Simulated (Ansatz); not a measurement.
# BeSi (built on the sites of a database entry of BaSi): phonons and vibrational spectra

Aim: the phonons of BeSi (built on the sites of a database entry of BaSi) at a cell relaxed beforehand at this level. After the zone centre comes a 4×4×4 q mesh on a 12×12×12 k mesh.

Program: Ansatz 0.2.0. Level of theory: DFT PBEsol, scalar-relativistic, plane waves, PAW. Results are calculated unless marked as measured.

The structure was built from a prototype and need not be the compound's stable phase.

**1. The starting structure**

It takes space group Cmcm (No. 63, orthorhombic). Conventional cell: a = 3.355 Å, b = 8.007 Å, c = 3.413 Å, α = 90.00°, β = 90.00°, γ = 90.00°. Nearest to Be lie 2 Be at 2.12 Å and 7 Si at 2.30 to 2.44 Å. Si has 7 Be at 2.30 to 2.44 Å nearest. Farther neighbours are not listed.

**2. Zone-centre response**

The cell comes from relaxations at this level that are not shown. The zone centre comes first: it holds the modes that light can see, as far as symmetry allows. No field response is asked, since the mesh shows no gap.

input.yaml

```yaml
crystal:
  lattice:
    - [1.6777020349, -4.0037185902, 0.0]
    - [1.6777020349, 4.0037185902, 0.0]
    - [0.0, 0.0, 3.4132788551]
  atoms:
    - { symbol: Be, position: [0.9219348667, 0.0780651333, 0.25] }
    - { symbol: Be, position: [0.0780651333, 0.9219348667, 0.75] }
    - { symbol: Si, position: [0.6346908831, 0.3653091169, 0.25] }
    - { symbol: Si, position: [0.3653091169, 0.6346908831, 0.75] }
kpoints:
  mp_grid: { grid: [12, 12, 12] }
hamiltonian:
  xc: pbesol
scf:
  occupations: { method: methfessel_paxton, width: 0.15 }
output:
  eigenvalues: true
phonons:
  method: dfpt
```

Run with:

```sh
> ansatz run input.yaml --threads 8 --pin off --max-ram 14336MiB --backend cpu --events-out ev --progress --plain --runs-dir out
```

Numbers of over 12 decimals in the logs are rounded to 6 here.

The program printed:

```text
zone centre: on kpoints.mp_grid the ground state, and the responses unless they are solved on pairs of k-points, stand on 301 of the mesh's 1728 k-points, reduced under 4 symmetry operations, with k and −k counted as one. Each operation leaves every solved displacement unchanged or reverses it
Engine: ansatz 0.2.0, aarch64-unknown-linux-gnu
Pseudopotentials: kind: paw
Pseudopotential: Be, paw, valence charge 2, recommended cutoff 420 eV (normal), Be.paw.azcp
Pseudopotential: Si, paw, valence charge 4, recommended cutoff 420 eV (normal), Si.paw.azcp
Functional definition: PBEsol
  exchange = pbesol_x
  correlation = pbesol_c
Crystal: 4 atoms, lattice volume = 45.854 Å³
Basis set: ecut = 420 eV, 915 PW (Γ), exchange–correlation on 60×60×48 points (8 copies of the dense FFT grid, shifted against one another)
Bands: 10, of which v1, the nominal top of the filled ones, is band 6 counted from 1 (5 counted from 0)
Symmetry: 8 space group operations
k-points: 301 of 1728 (irreducible under 4 space group operations, time reversal used)
Non-local potential: Be, projectors of the file, l = 0: 2, l = 1: 2, l = 2: 1
Non-local potential: Si, projectors of the file, l = 0: 2, l = 1: 2, l = 2: 2
PAW form: soft (Blöchl's): semilocal exchange-correlation on the pseudo side does not see the compensation charge
PAW frozen core: Be, regenerated for the run's functional, and the local potential with it (the file was generated under x = pbe(κ = 0.804, μ = 0.219515), c = pbe(β = 0.066725))
PAW frozen core: Si, regenerated for the run's functional, and the local potential with it (the file was generated under x = pbe(κ = 0.804, μ = 0.219515), c = pbe(β = 0.066725))
PAW one-centre angular grid: Be, 110 points (default); XC on 64 Gauss nodes
PAW one-centre angular grid: Si, 110 points (default); XC on 64 Gauss nodes
Initial density: superposition of atomic densities (neutral atoms: chi_scale 0, normalization atom), corrected by the library's trained network
Initial wavefunctions: pseudopotential atomic-orbital guess
Functional: x = pbesol(κ = 0.804, μ = 0.123457), c = pbesol(β = 0.046)
SCF iter   1: F=—  HF=-1422.593591 eV  |F-HF|=—  |Δ(HF+E_count)|=         —  Δρ=2.51e-3  dr2=3.29e-3  ethr=1.77e-3  ⟨swp⟩=5.0  Hψ=21776  notcnv=0
preconditioner: auto → none  [metal: Δε(μ)=0.037 eV  Ē_g=8.384 eV  σ=0.150 eV  W_gap=0.20  n_scr=8 (ndim 8)  ℏωp=19.0 eV  f_vac=0.000  D(μ)=1.02/eV (n_scr^D=4)  sad-step TF]
SCF iter   2: F=—  HF=-1422.592955 eV  |F-HF|=—  |Δ(HF+E_count)|=   6.36e-4  S|Δr|=    0.00e0  Δρ=1.54e-3  dr2=1.27e-3  ethr=2.74e-5  ⟨swp⟩=1.1  Hψ=5560  notcnv=0
SCF iter   3: F=—  HF=-1422.592567 eV  |F-HF|=—  |Δ(HF+E_count)|=   3.87e-4  S|Δr|=    0.00e0  Δρ=3.56e-4  dr2=1.14e-4  ethr=1.06e-5  ⟨swp⟩=2.6  Hψ=4819  notcnv=0
SCF iter   4: F=—  HF=-1422.592528 eV  |F-HF|=—  |Δ(HF+E_count)|=   3.92e-5  S|Δr|=    0.00e0  Δρ=1.11e-4  dr2=6.31e-6  ethr=9.48e-7  ⟨swp⟩=2.5  Hψ=4793  notcnv=0
SCF iter   5: F=—  HF=-1422.592527 eV  |F-HF|=—  |Δ(HF+E_count)|=   1.15e-6  S|Δr|=    0.00e0  Δρ=3.78e-5  dr2=1.39e-6  ethr=5.26e-8  ⟨swp⟩=2.1  Hψ=4725  notcnv=0
SCF iter   6: F=—  HF=-1422.592527 eV  |F-HF|=—  |Δ(HF+E_count)|=   5.46e-7  S|Δr|=    0.00e0  Δρ=1.95e-5  dr2=2.86e-7  ethr=1.16e-8  ⟨swp⟩=2.6  Hψ=4535  notcnv=0
SCF iter   7: F=—  HF=-1422.592527 eV  |F-HF|=—  |Δ(HF+E_count)|=   1.01e-7  S|Δr|=    0.00e0  Δρ=3.07e-6  dr2=6.14e-9  ethr=2.38e-9  ⟨swp⟩=2.6  Hψ=4833  notcnv=0
SCF iter   8: F=-1422.592527 eV  HF=-1422.592527 eV  |F-HF|=3.18e-12  |Δ(HF+E_count)|=   1.95e-9  S|Δr|=    0.00e0  Δρ=1.19e-7  dr2=5.87e-12  ethr=1.00e-12  ⟨swp⟩=5.2  Hψ=15967  notcnv=0
SCF 1 converged in 8 iterations: F = -1422.592527 eV  dr2 = 5.87e-12
  greatest PAW one-centre occupation: 0.660 electrons in one spin orbital (limit 2), on the Si atom at site 3 (counted from 0), in its partial waves of l = 0
DFPT response loops at Γ: preconditioner auto → Kerker (q_TF=auto, 2.182 Å⁻¹) (partly filled bands, converged f_vac=0.000); β = 1.00, the filter's whole step (`scf.mixing.beta` (0.50) is not read by the response loops under this deck's `scf.mixing.preconditioner`; to damp them name `kerker` or `kerker_dos`, under which they read `scf.mixing.beta`, and type it under 1.00, their step now; both keys bind the ground state too); Broyden in place of MSR1
SCF converged after 8 iterations
Stability not checked: this state was not tested for a lower state beside it, because cold or Methfessel-Paxton smearing, or corrected tetrahedra, fill the levels in a way that the test cannot read (fill_not_monotonic; see scf.lower_state_search)
Free energy (F): -1422.592527 eV
Harris-Foulkes:  -1422.592527 eV  (|F-HF|=3.18e-12)
Internal energy: -1422.592701 eV  (E = F + TS)
E sigma→0 (E₀):  -1422.592571 eV
Entropy (-TS):   0.000174 eV (0.043 meV/atom)
Fermi energy:    9.451367 eV
Step filling:    the computed levels leave a gap of 0.0273 eV = 0.2 smearing widths at the electron count; against every level under it full and every level over it empty, smearing changes F+E_penalty+E_count by +0.229 meV and its σ→0 estimate by +0.186 meV
--- Per-component energies (eV) ---
  E_band       = 47.398205
  E_kinetic    = 124.114537
  E_local      = 1.988394  (includes V_loc(G=0)·N_el)
  E_nonlocal   = 60.126164
  E_hartree    = 2.813056
  E_xc         = -150.401735
  E_vxc        = -137.561889  (∫ρ·V_xc dr)
  E_paw        = -1111.505639  (= ΣΔE_a)
  E_vpaw       = -6.895126  (= ΣTr[D̂ρ^β])
  E_aug_tail   = 0.000013  (compensation charges beyond the density's cutoff)
  E_ewald      = -349.809674
  E_core_change = 0.082184  (= ΣΔE_core)
  E_smearing   = 0.000174  (= −TS)
  E_closure    = 0.000000  (closes the sum)
  Σ components = -1422.592527   (vs F -1422.592527, Δ=0.00e0)
--- Band table (eV; the first three rows and the last of 301) ---
  k-point 0: bands = ["-3.9274", "3.9456", "4.5801", "6.1414", "7.8428", "9.5301", "9.7180", "11.2015", "11.8801", "13.9812"]
  k-point 1: bands = ["-3.8481", "4.0206", "4.3297", "5.8380", "7.9260", "9.7985", "9.9341", "11.4765", "11.7867", "13.7574"]
  k-point 2: bands = ["-3.6105", "3.4273", "4.2445", "5.7081", "8.1754", "10.0397", "10.0434", "11.4119", "12.6873", "13.3986"]
  k-point 300: bands = ["0.0899", "0.0899", "2.1282", "2.1282", "9.4616", "9.4616", "12.1653", "12.1653", "16.7321", "16.7321"]
--- Phonons (Γ-DFPT): 6 representative perturbations + reference, on 301 of 1728 k-points (Σ response iterations 18) ---
  k mesh reduced under 4 symmetry operations, with k and −k counted as one. Each operation leaves every solved displacement unchanged or reverses it
  ASR residual: 7.623e-5 → 0.000e0 eV/Å²; symmetrization residual: 1.268e-7 eV/Å²
  ASR residual per site (eV/Å²): 7.62e-5 7.62e-5 3.34e-5 3.34e-5
  Γ frequencies (cm⁻¹): 0.00 0.00 0.00 184.81 186.63 236.95 320.99 388.17 422.96 453.80 577.81 597.64
  non-analytic LO–TO correction: not included (Born effective charges unavailable; polar crystals: no LO–TO splitting at Γ)
```

It took 12 s on 8 threads of Arm Neoverse V1, shared host; peak memory 0.81 GiB.

This step gave:

```
volume per atom                                         : 11.46 Å³
gap on the k-mesh                                       : 0 eV
sum-rule residual before enforcement                    : 7.62e-5 eV/Å²
point group                                             : mmm
highest optical mode at the zone centre (no LO-TO term) : 597.6 cm⁻¹
lowest optical zone-centre mode                         : 184.8 cm⁻¹
```

Patterns of degenerate modes are one choice out of their space. Modes at Γ, with each element's share of the kinetic energy:

| mode | frequency (cm⁻¹) | symmetry | Be % | Si % |
| --- | --- | --- | --- | --- |
| 1 | 0.0 | acoustic | 24 | 76 |
| 2 | 0.0 | acoustic | 24 | 76 |
| 3 | 0.0 | acoustic | 24 | 76 |
| 4 | 184.8 | B3g | 2 | 98 |
| 5 | 186.6 | B1g | 1 | 99 |
| 6 | 236.9 | Ag | 9 | 91 |
| 7 | 321.0 | B1u | 76 | 24 |
| 8 | 388.2 | B1g | 99 | 1 |
| 9 | 423.0 | B3u | 76 | 24 |
| 10 | 453.8 | B2u | 76 | 24 |
| 11 | 577.8 | B3g | 98 | 2 |
| 12 | 597.6 | Ag | 91 | 9 |

Displacements in mode 4 (184.8 cm⁻¹), the largest set to 1:
```
Be1  0.00  0.00  0.25
Be2  0.00  0.00 -0.25
Si3  0.00  0.00 -1.00
Si4  0.00  0.00  1.00
```

Displacements in mode 8 (388.2 cm⁻¹), the largest set to 1:
```
Be1  1.00  0.00  0.00
Be2 -1.00  0.00  0.00
Si3  0.05  0.00  0.00
Si4 -0.05  0.00  0.00
```

Before it was imposed, the acoustic sum rule was missed by 7.6e-5 eV/Å². Small misses are needed for a sound result but don't prove that mesh and cutoff are converged. The lowest optical mode is real, 185 cm⁻¹.

**3. The dispersion**

Stability and thermal properties need the whole zone. Linear response on a 4×4×4 q mesh gives force constants as far as a supercell of that size would.

Changes to input.yaml since step 2:

```diff
@@ -20 +20,10 @@
   method: dfpt
+  qmesh: [4, 4, 4]
+  temperatures: { t_max: 1000, t_step: 50 }
+  qpath:
+    path:
+      - [[0.0, 0.0, 0.0], [-0.5, 0.5, 0.0], [-0.29389778, 0.70610222, 0.0]]
+      - [[0.29389778, 0.29389778, 0.0], [0.0, 0.0, 0.0], [0.0, 0.0, 0.5], [0.29389778, 0.29389778, 0.5]]
+      - [[-0.29389778, 0.70610222, 0.5], [-0.5, 0.5, 0.5], [-0.5, 0.5, 0.0]]
+      - [[0.0, 0.0, 0.0], [0.0, 0.5, 0.0], [0.0, 0.5, 0.5], [0.0, 0.0, 0.5], [-0.5, 0.5, 0.5]]
+    npoints: 10
```

The program printed:

```text
Warning: phonons: the dynamical matrix that this run interpolates holds no multipole term above the dipole-dipole one, and a site of this crystal is no centre of inversion, so its interpolated transverse optical and acoustic branches and sound speeds can stay off near Gamma, and the density of states and the thermodynamics with them. What a run solves at a wave vector of phonons.qpoints, Gamma apart, where the deck admits one, is free of this, and under fd what a larger phonons.supercell samples
[...]
Crystal: 4 atoms, lattice volume = 45.854 Å³
Basis set: ecut = 420 eV, 915 PW (Γ), exchange–correlation on 60×60×48 points (8 copies of the dense FFT grid, shifted against one another)
Bands: 10, of which v1, the nominal top of the filled ones, is band 6 counted from 1 (5 counted from 0)
Symmetry: 8 space group operations
k-points: 301 of 1728
[...]
SCF iter   1: F=—  HF=-1422.593591 eV  |F-HF|=—  |Δ(HF+E_count)|=         —  Δρ=2.51e-3  dr2=3.29e-3  ethr=1.77e-3  ⟨swp⟩=5.0  Hψ=21776  notcnv=0
[...]
SCF iter   8: F=-1422.592527 eV  HF=-1422.592527 eV  |F-HF|=3.18e-12  |Δ(HF+E_count)|=   1.95e-9  S|Δr|=    0.00e0  Δρ=1.19e-7  dr2=5.87e-12  ethr=1.00e-12  ⟨swp⟩=5.2  Hψ=15967  notcnv=0
SCF 1 converged in 8 iterations: F = -1422.592527 eV  dr2 = 5.87e-12
[...]
iter 1 solved again at ethr=7.74e-8 eV; its pass at ethr=3.10e-3 eV (dr2=9.29e-6 eV) is discarded
SCF iter   1: F=—  HF=-1422.592527 eV  |F-HF|=—  |Δ(HF+E_count)|=         —  Δρ=1.21e-7  dr2=4.58e-12  ethr=7.74e-8  ⟨swp⟩=3.2  Hψ=31155  notcnv=0
eigensolver tolerance schedule: the retry pair's looser diagonalisation over-reported the residual by 2029699.48 of it (diagonalisation noise at an unbounded share of the residual, at the tolerance the schedule requests for it); recorded, not acted on — ethr = c·dr2/N_el stays at c = 1.0e-1
[...]
SCF iter   2: F=—  HF=-1422.592527 eV  |F-HF|=—  |Δ(HF+E_count)|=   3.27e-7  S|Δr|=    0.00e0  Δρ=8.70e-8  dr2=4.70e-12  ethr=1.00e-12  ⟨swp⟩=5.3  Hψ=13303  notcnv=0
SCF iter   3: F=-1422.592527 eV  HF=-1422.592527 eV  |F-HF|=6.82e-13  |Δ(HF+E_count)|=  1.59e-12  S|Δr|=    0.00e0  Δρ=3.68e-8  dr2=3.98e-13  ethr=1.00e-12  ⟨swp⟩=1.0  Hψ=7266  notcnv=0
SCF 2 converged in 3 iterations: F = -1422.592527 eV  dr2 = 3.98e-13
phonons: the bands overlap, so this run is a metal and interpolates without the dipole-dipole term. If the crystal is really an insulator or semiconductor, its LO-TO splitting is missing
NSCF: frozen V_eff on 301 k-points
[...]
DFPT response loops at q = (0, 0, 0) (fractional): preconditioner auto → Kerker (q_TF=auto, 2.182 Å⁻¹) (partly filled bands, converged f_vac=0.000); β = 1.00, the filter's whole step (`scf.mixing.beta` (0.50) is not read by the response loops under this deck's `scf.mixing.preconditioner`; to damp them name `kerker` or `kerker_dos`, under which they read `scf.mixing.beta`, and type it under 1.00, their step now; both keys bind the ground state too); Broyden in place of MSR1
[...]
SCF converged after 8 iterations
[...]
Free energy (F): -1422.592527 eV
[...]
Internal energy: -1422.592701 eV  (E = F + TS)
E sigma→0 (E₀):  -1422.592571 eV
Entropy (-TS):   0.000174 eV (0.043 meV/atom)
Fermi energy:    9.451367 eV
[...]
--- Band table (eV; the first three rows and the last of 301) ---
[...]
--- Phonons (Γ-DFPT): 6 representative perturbations + reference (Σ response iterations 18) ---
  ASR residual: 7.619e-5 → 0.000e0 eV/Å²; symmetrization residual: 1.472e-7 eV/Å²
  ASR residual per site (eV/Å²): 7.62e-5 7.62e-5 3.34e-5 3.34e-5
[...]
--- Phonons (arbitrary-q DFPT): 21 irreducible q on the 4×4×4 mesh ---
  q = [0.0000, 0.0000, 0.0000] (star 1, of the zone-centre solve; hermiticity 3.65e-8, symmetrization 2.84e-15): -0.00 -0.00 0.00 184.81 186.63 236.95 320.99 388.17 422.96 453.80 577.81 597.64
  q = [0.0000, 0.0000, 0.2500] (star 2, 6 solved perturbations on 516 of 1728 k-point pairs; hermiticity 2.01e-8, symmetrization 9.46e-12): 69.49 96.18 150.96 184.61 210.07 217.72 362.04 382.81 423.22 448.73 592.70 596.72
[...]
sum rule: each row above includes the acoustic sum rule's correction from the zone centre's row sums; it moved no ω² by more than (1.52 cm⁻¹)²
  mesh force constants: q→R imaginary residual 8.47e-19; ASR residual 7.619e-5 → 0.000e0 eV/Å²; symmetrization residual 7.105e-15 eV/Å²
  interpolated dispersion: 114 rows × 12 modes
  density of states and harmonic sums: on the 20×20×20 q-mesh, interpolated from the force constants of a 4×4×4 supercell (no non-analytic term)
  largest difference from the sums on the solved wave vectors: F 7.99e-3 eV, S 1.20e-5 and C_V 3.99e-6 eV/K
  zero-point energy: 0.237208 eV/cell   skipped modes (ω ≤ 0): 4, of them read as no rigid motion or as one in doubt: 1 (2.500e-4 modes/cell left out, lowest -6.50 cm⁻¹)   left out of the sums: 5.21e-5 of the cell's modes: C_V's classical limit lies that fraction below 3 k_B per atom; for a crystal, a wire or a layer, F and S can be off by more, and a phonons.interpolated_qmesh denser along its periods is the remedy for the sampling
```

Wall time 7.7 min (8 threads); peak memory 2.1 GiB.

This step gave:

| Quantity | Value |
| --- | --- |
| lowest frequency on the path | -6.495 cm⁻¹ |
| highest frequency on the path or at a solved wavevector | 621.2 cm⁻¹ |
| lowest mode on the q mesh (acoustic modes at Γ apart) | 42.16 cm⁻¹ |

Frequencies (cm⁻¹) solved at each irreducible wavevector; negative means imaginary. Frequencies by wavevector, by row:

| q in reciprocal lattice units | star | mode 1 | mode 2 | mode 3 | mode 4 | mode 10 | mode 11 | mode 12 |
| --- | --- | --- | --- | --- | --- | --- | --- | --- |
| 0 0 0 | 1 | 0 | 0 | 0 | 184.8 | 453.8 | 577.8 | 597.6 |
| 0 0 0.25 | 2 | 69.5 | 96.2 | 151 | 184.6 | 448.7 | 592.7 | 596.7 |
| 0 0 -0.5 | 1 | 146.9 | 146.9 | 168.4 | 168.4 | 434.6 | 598.2 | 598.2 |
| 0 0.25 0 | 4 | 96 | 96 | 173.1 | 198.2 | 459.9 | 576.9 | 601.1 |
| 0 0.25 0.25 | 8 | 104.4 | 138 | 161.2 | 194.6 | 448 | 573.9 | 607.1 |
| 0 0.25 -0.5 | 4 | 148.9 | 148.9 | 180.3 | 180.3 | 433.2 | 598.1 | 598.1 |
| 0 -0.5 0 | 2 | 119.1 | 120.2 | 191.6 | 201.5 | 469.7 | 556.7 | 603.4 |
| 0 -0.5 0.25 | 4 | 95.5 | 150.9 | 175 | 203.8 | 461.5 | 564.7 | 621.2 |
| 0 -0.5 -0.5 | 2 | 143.1 | 143.1 | 167.4 | 167.4 | 425.5 | 598.8 | 598.8 |
| 0.25 0.25 0 | 2 | 112.7 | 123.2 | 154.8 | 221.1 | 464.5 | 556.4 | 605.8 |
| 0.25 0.25 0.25 | 4 | 126.8 | 147.3 | 172 | 193.7 | 444.9 | 565.2 | 618 |
| 0.25 0.25 -0.5 | 2 | 138.9 | 138.9 | 145.3 | 145.3 | 415.5 | 595.2 | 595.2 |
| 0.25 -0.5 0 | 4 | 93.5 | 136.7 | 189.2 | 217.1 | 462.9 | 536.8 | 590.6 |
| 0.25 -0.5 0.25 | 8 | 147.2 | 159.5 | 180.8 | 196.5 | 438.1 | 554.4 | 610.3 |
| 0.25 -0.5 -0.5 | 4 | 165.1 | 165.1 | 179.4 | 179.4 | 415.7 | 603.7 | 603.7 |
| 0.25 -0.25 0 | 2 | 42.2 | 52.2 | 177.4 | 183 | 437 | 563.2 | 576.8 |
| 0.25 -0.25 0.25 | 4 | 81.3 | 115.2 | 180.3 | 187.9 | 434.4 | 562.5 | 605.3 |
| 0.25 -0.25 -0.5 | 2 | 130.9 | 130.9 | 145.8 | 145.8 | 395.4 | 601.1 | 601.1 |
| -0.5 -0.5 0 | 1 | 56.2 | 61 | 202.4 | 205.2 | 412.1 | 517.4 | 568.1 |
| -0.5 -0.5 0.25 | 2 | 67.2 | 156.5 | 198.2 | 198.6 | 398.8 | 551.3 | 598 |
| -0.5 -0.5 -0.5 | 1 | 111.5 | 111.5 | 163.8 | 163.8 | 390 | 598.1 | 598.1 |

(Part 1 of 2 ends here.)

[Logs are printed without paths, hosts, clocks, repeated set-up lines and the standing remarks that a program may print on its own settings, such as how far it seeks lower states.]

[Hosts, paths, dates, database ids (printed as entryN), source tags and the programs' standing remarks are cut or masked in the printed files.]
